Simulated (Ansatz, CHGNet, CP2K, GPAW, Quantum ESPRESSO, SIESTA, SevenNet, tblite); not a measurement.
## Quantum ESPRESSO on random packing of 35PbO-65B2O3 (mol %) (67 atoms): settings compared

How far do other settings of Quantum ESPRESSO move the forces in random packing of 35PbO-65B2O3 (mol %) (67 atoms)? One run of the same program serves as the yardstick.

Method: the method is named at each step, in Quantum ESPRESSO 7.5.

**1. Starting point**

The cell holds 67 atoms: 6 Pb, 39 O and 22 B. Cell: a = 9.376 Å, b = 9.376 Å, c = 9.376 Å, α = 90.0°, β = 90.0°, γ = 90.0°. 67 atoms (6 Pb, 39 O, 22 B) packed at random in a cube at 4.24 g/cm³ and pushed apart as soft spheres, cations and anions kept from their own kind; a start for melting by ab initio MD, not an equilibrated structure. Then every atom was moved at random, 0.02 Å r.m.s. a Cartesian component.

The yardstick, on the same geometry:

```
method                 : Kohn-Sham DFT, PBE, SSSP efficiency 1.3.0 pseudopotentials, plane waves (Quantum ESPRESSO 7.5); sssp-pbe-1.3.0-efficiency, cutoffs 60/480 Ry, Γ point
r.m.s. force component : 2.579 eV/Å
longest force          : 7.518 eV/Å
pressure               : -15.38 GPa
time                   : 4.7 min on 4 MPI ranks of Arm Neoverse V2, shared host
CPU time               : 19 min
```

**2. PBE, gbrv-1.5, 40/200 Ry**

Method: Kohn-Sham DFT, PBE, GBRV 1.5 ultrasoft pseudopotentials, plane waves.

pw.in

```
&control
  calculation = 'scf'
  pseudo_dir = './pseudo'
  outdir = './tmp'
  disk_io = 'none'
  tprnfor = .true.
  tstress = .true.
/
&system
  ibrav = 0
  nat = 67
  ntyp = 3
  ecutwfc = 40
  ecutrho = 200
  nosym = .true.
  occupations = 'smearing'
  smearing = 'fd'
  degauss = 0.003675
/
&electrons
  conv_thr = 3.4e-07
  electron_maxstep = 100
  mixing_beta = 0.4
  mixing_mode = 'plain'
  diagonalization = 'david'
/
ATOMIC_SPECIES
Pb 207.200 Pb.upf
O 15.999 O.upf
B 10.810 B.upf
CELL_PARAMETERS angstrom
9.37580 0.00000 0.00000
0.00000 9.37580 0.00000
0.00000 0.00000 9.37580
ATOMIC_POSITIONS crystal
Pb 0.68853 0.92898 0.74023
Pb 0.42206 0.55431 0.58536
Pb 0.88536 0.99197 0.18254
Pb 0.54547 0.56541 0.84829
Pb 0.07554 0.32815 0.70181
Pb 0.42885 0.93201 0.96204
O 0.44041 0.35784 0.37418
O 0.60887 0.80454 0.05625
O 0.06109 0.44222 0.47928
O 0.03981 0.04077 0.39897
O 0.27341 0.43300 0.69333
O 0.13528 0.19363 0.24153
O 0.44051 0.77701 0.61673
O 0.22035 0.71573 0.54300
O 0.92887 0.51685 0.67041
O 0.15496 0.08770 0.65148
O 0.85752 0.98907 0.87568
O 0.61321 0.30421 0.76967
O 0.92135 0.22700 0.57629
O 0.86740 0.22119 0.84240
O 0.15172 0.44416 0.04189
O 0.18887 0.69299 0.82544
O 0.76139 0.14470 0.29662
O 0.15583 0.56536 0.30006
O 0.84003 0.82367 0.42702
O 0.45430 0.67806 0.36508
O 0.91455 0.44497 0.11344
O 0.31246 0.07796 0.40176
O 0.32263 0.20112 0.88178
O 0.78297 0.45510 0.40520
O 0.49740 0.98774 0.18445
O 0.98840 0.83268 0.75283
O 0.35049 0.64657 0.06184
O 0.56891 0.26468 0.14683
O 0.30490 0.09970 0.10094
O 0.39265 0.42092 0.96090
O 0.40185 0.03774 0.66589
O 0.72238 0.11988 0.64094
O 0.69874 0.62078 0.56713
O 0.89067 0.79982 0.07607
O 0.10325 0.96860 0.99533
O 0.24057 0.84108 0.15854
O 0.71987 0.57145 0.05481
O 0.79889 0.71141 0.86972
O 0.70517 0.04461 0.06453
B 0.02757 0.73202 0.51815
B 0.94031 0.67782 0.30183
B 0.55062 0.55690 0.14106
B 0.46459 0.20435 0.99076
B 0.09992 0.72278 0.03216
B 0.94974 0.01698 0.70808
B 0.05606 0.57204 0.82005
B 0.60830 0.99697 0.44669
B 0.63799 0.88763 0.22700
B 0.49703 0.21563 0.49399
B 0.76874 0.46113 0.60736
[... 7 atom lines left out ...]
B 0.68834 0.23062 0.05264
B 0.13964 0.99314 0.28870
B 0.86868 0.05780 0.45433
B 0.74629 0.71985 0.09442
K_POINTS gamma
```

Run with:

```sh
> OMP_NUM_THREADS=1 mpirun -np 2 pw.x -in pw.in > output.txt
```

The log of the run:

```text
Program PWSCF
     gamma-point specific algorithms are used
     Parallelization info
     sticks:   dense  smooth     PW     G-vecs:    dense   smooth      PW
     Min        2497    1996    498               132975    95036   11922
     Max        2500    1997    499               132980    95043   11925
     Sum        4997    3993    997               265955   190079   23847
     bravais-lattice index     =            0
     lattice parameter (alat)  =      17.7177  a.u.
     unit-cell volume          =    5561.8799 (a.u.)^3
     number of atoms/cell      =           67
     number of atomic types    =            3
     number of electrons       =       384.00
     number of Kohn-Sham states=          230
     kinetic-energy cutoff     =      40.0000  Ry
     charge density cutoff     =     200.0000  Ry
     scf convergence threshold =      3.4E-07
     mixing beta               =       0.4000
     number of iterations used =            8  plain     mixing
     Exchange-correlation=  SLA  PW   PBX  PBC
                           (   1   4   3   4   0   0   0)
     crystal axes: (cart. coord. in units of alat)
               a(1) = (   1.000000   0.000000   0.000000 )
               a(2) = (   0.000000   1.000000   0.000000 )
               a(3) = (   0.000000   0.000000   1.000000 )
     reciprocal axes: (cart. coord. in units 2 pi/alat)
               b(1) = (  1.000000  0.000000  0.000000 )
               b(2) = (  0.000000  1.000000  0.000000 )
               b(3) = (  0.000000  0.000000  1.000000 )
     PseudoPot. # 1 for Pb:
     Pseudo is Ultrasoft + core correction, Zval = 14.0
     PseudoPot. # 2 for O :
     Pseudo is Ultrasoft + core correction, Zval =  6.0
     PseudoPot. # 3 for B :
     Pseudo is Ultrasoft + core correction, Zval =  3.0
     atomic species   valence    mass     pseudopotential
     Pb               14.00   207.20000     Pb( 1.00)
     O                 6.00    15.99900     O ( 1.00)
     B                 3.00    10.81000     B ( 1.00)
     No symmetry found
   Cartesian axes
     number of k points=     1  Fermi-Dirac smearing, width (Ry)=  0.0037
                       cart. coord. in units 2pi/alat
        k(    1) = (   0.0000000   0.0000000   0.0000000), wk =   2.0000000
     Dense  grid:   132978 G-vectors     FFT dimensions: (  80,  80,  80)
     Smooth grid:    95040 G-vectors     FFT dimensions: (  72,  72,  72)
     Check: negative core charge=   -0.000006
     Initial potential from superposition of free atoms
     starting charge     383.9796, renormalised to     384.0000
     negative rho (up, down):  9.327E-02 0.000E+00
     Starting wfcs are  298 randomized atomic wfcs
     Self-consistent Calculation
     iteration #  1     ecut=    40.00 Ry     beta= 0.40
     negative rho (up, down):  8.938E-02 0.000E+00
     total energy              =   -2366.35030203 Ry
     estimated scf accuracy    <      23.85472739 Ry
     iteration #  2     ecut=    40.00 Ry     beta= 0.40
     negative rho (up, down):  9.058E-02 0.000E+00
     total energy              =   -2358.12812284 Ry
     estimated scf accuracy    <     199.25692600 Ry
     iteration #  3     ecut=    40.00 Ry     beta= 0.40
     negative rho (up, down):  9.142E-02 0.000E+00
     total energy              =   -2371.13513755 Ry
     estimated scf accuracy    <      74.31365206 Ry
     iteration #  4     ecut=    40.00 Ry     beta= 0.40
     negative rho (up, down):  9.206E-02 0.000E+00
     total energy              =   -2375.30108527 Ry
     estimated scf accuracy    <       9.92792074 Ry
     iteration #  5     ecut=    40.00 Ry     beta= 0.40
     negative rho (up, down):  9.231E-02 0.000E+00
     total energy              =   -2375.60289014 Ry
     estimated scf accuracy    <       9.33386936 Ry
     iteration #  6     ecut=    40.00 Ry     beta= 0.40
[...]
total energy              =   -2375.97650146 Ry
     estimated scf accuracy    <       2.71004489 Ry
[...]
total energy              =   -2376.00582616 Ry
[...]
iteration # 60     ecut=    40.00 Ry     beta= 0.40
[...]
total energy              =   -2376.00582618 Ry
     estimated scf accuracy    <       0.00000037 Ry
     iteration # 61     ecut=    40.00 Ry     beta= 0.40
[...]
total energy              =   -2376.00582618 Ry
     estimated scf accuracy    <       0.00000041 Ry
     iteration # 62     ecut=    40.00 Ry     beta= 0.40
     negative rho (up, down):  9.501E-02 0.000E+00
     End of self-consistent calculation
          k = 0.0000 0.0000 0.0000 ( 11924 PWs)   bands (ev):
   -17.1958 -16.1871 -15.7773 -15.7095 -15.1571 -14.9010 -14.4871 -14.3821
   -14.2120 -14.0560 -13.7497 -13.7118 -13.6383 -13.4756 -13.2739 -13.0962
   -12.9198 -12.8074 -12.6674 -12.6238 -12.5546 -12.4475 -12.3979 -12.3946
   -12.3210 -12.2401 -12.0927 -12.0918 -12.0508 -11.9369 -11.7821 -11.7183
   -11.6605 -11.6371 -11.5570 -11.5186 -11.5022 -11.4565 -11.4389 -11.3698
   -11.3629 -11.3134 -11.2676 -11.2607 -11.2294 -11.1950 -11.1763 -11.1702
[...]
5.4359   5.4663   5.5654   5.6383   5.6507   5.8637   5.9939   6.0713
     6.1179   6.1330   6.4079   6.5211   6.7091   6.7620   6.8432   6.9333
     7.0657   7.1470   7.1873   7.3738   7.4335   7.5304   7.6862   7.7312
     7.7876   7.9403   7.9818   8.1008   8.2781   8.2968
     the Fermi energy is     4.9636 ev
!    total energy              =   -2376.00582609 Ry
     estimated scf accuracy    <       0.00000013 Ry
     smearing contrib. (-TS)   =      -0.02906849 Ry
     internal energy E=F+TS    =   -2375.97675760 Ry
     The total energy is F=E-TS. E is the sum of the following terms:
     one-electron contribution =    -841.00200401 Ry
     hartree contribution      =     644.29423011 Ry
     xc contribution           =    -715.68238976 Ry
     ewald contribution        =   -1463.58659395 Ry
     convergence has been achieved in  62 iterations
     negative rho (up, down):  9.501E-02 0.000E+00
     Forces acting on atoms (cartesian axes, Ry/au):
     atom    1 type  1   force =    -0.13039435   -0.08777030    0.00130684
     atom    2 type  1   force =    -0.03151760    0.02463031   -0.19652984
     atom    3 type  1   force =     0.10611233    0.03712247   -0.04849474
     atom    4 type  1   force =     0.03557080   -0.00658879    0.04438119
     atom    5 type  1   force =     0.04928418   -0.00018574    0.04524863
     atom    6 type  1   force =    -0.07845328   -0.02789566    0.02556848
[...]
atom   65 type  3   force =     0.07348145    0.14908200    0.02777613
     atom   66 type  3   force =     0.05658734    0.07336024    0.02641441
     atom   67 type  3   force =    -0.01038925    0.04132812   -0.14582336
     Total force =     1.416752     Total SCF correction =     0.000933
     Computing stress (Cartesian axis) and pressure
     negative rho (up, down):  9.501E-02 0.000E+00
          total   stress  (Ry/bohr**3)                   (kbar)     P=     -153.91
  -0.00106676  -0.00001010   0.00006335         -156.93       -1.49        9.32
  -0.00001010  -0.00109293   0.00000454           -1.49     -160.78        0.67
   0.00006335   0.00000454  -0.00097900            9.32        0.67     -144.02
     Message from routine punch:
     Nothing written, as per user request (disk_io='none')
```

Run time: 3.7 min. Hardware: 2 MPI ranks of Arm Neoverse V2, shared host; peak memory 0.8 GiB.

Banners, paths, timers and routine set-up lines are dropped from the logs unmarked, and long logs keep their key lines alone; longer cuts are marked.

Compared with the plane-wave run:

```
r.m.s. force component                  : 2.569 eV/Å
r.m.s. difference of force components   : 49.47 meV/Å
longest difference of force vectors     : 275.1 meV/Å
force difference over r.m.s. force      : 1.918 %
slope of forces against the reference's : 0.996
correlation of force components         : 0.9998
pressure                                : -15.39 GPa
pressure difference                     : -0.015 GPa
```

Length of the force difference by element (eV/Å):

```
element  atoms   mean   most
      B     22  0.017  0.035
      O     39  0.058   0.23
     Pb      6   0.17   0.28
```

The surroundings of O44, which bears the longest force, nearest first, numbered as they follow in the input and with coordinates relative to it.

```
atom      x      y      z  distance (Å)     Fx     Fy  Fz (eV/Å)
 O44   0.00   0.00   0.00          0.00   0.84  -3.38      -6.70
 B62   0.44  -0.50  -1.28          1.44  -1.00   0.71       2.56
 B67  -0.49   0.08   2.11          2.17  -0.27   1.06      -3.75
 O40   0.86   0.83   1.93          2.27  -1.29  -5.30       0.95
 O43  -0.74  -1.31   1.74          2.30  -3.39   0.54       4.04
 O32   1.78   1.14  -1.10          2.38  -0.70   2.64      -4.99
 Pb1  -1.03   2.04  -1.21          2.59  -3.35  -2.26       0.03
  O8  -1.78   0.87   1.75          2.64   4.93  -2.34       4.37
 O17   0.55   2.60   0.06          2.66   3.27   1.50      -2.42
 Pb4  -2.38  -1.37  -0.20          2.75   0.91  -0.17       1.14
 B52   2.41  -1.31  -0.47          2.78   5.57   3.31       2.03
 O15   1.22  -1.82  -1.87          2.88  -4.80   3.75       0.81
```

Forces lie 1.9 % from the reference's, at 0.39 times its CPU time (on 2 against 4 cores); the SCF took 62 steps, which the time reflects.

The difference per atom is largest on Pb (0.17 eV/Å on average, against 0.058 on O).

**3. What came out**

```
force difference from the reference : QE PBE, gbrv-1.5, 40/200 Ry, 1.9 %
its CPU time                        : 7.4 min
```

**Reading.** PBE on plane waves or a grid with other potentials, cutoffs or grids differs from the reference by 1.9 % (QE PBE, gbrv-1.5, 40/200 Ry) of the r.m.s. force; this holds the reference's own error, so differences of a few per cent don't tell which side is nearer the exact PBE result. One electronic-structure run takes under half the reference's CPU time: QE PBE, gbrv-1.5, 40/200 Ry, at 1.9 % in 7.4 min against 19 min. The reference's pressure holds the uncorrected Pulay stress of its 60 Ry basis, so small pressure differences, and their order, may be the reference's own error. The reference's pressure of -15 GPa belongs to a cell and atoms that aren't relaxed at this level. The electronic-structure runs sample only Γ, in a cell whose shortest periodic width is 9 Å, which is coarse for a cell with partly filled levels. Spin–orbit coupling is left out, which matters for the levels of the heavy elements.

[Also dropped from logs without a mark: logging warnings of Python, and SIESTA's first energy breakdown and zero terms.]

[Logs are printed without paths, hosts, clocks, repeated set-up lines and the standing remarks that a program may print on its own settings, such as how far it seeks lower states.]

[Hosts, paths, dates, database ids (printed as entryN), source tags and the programs' standing remarks are cut or masked in the printed files.]
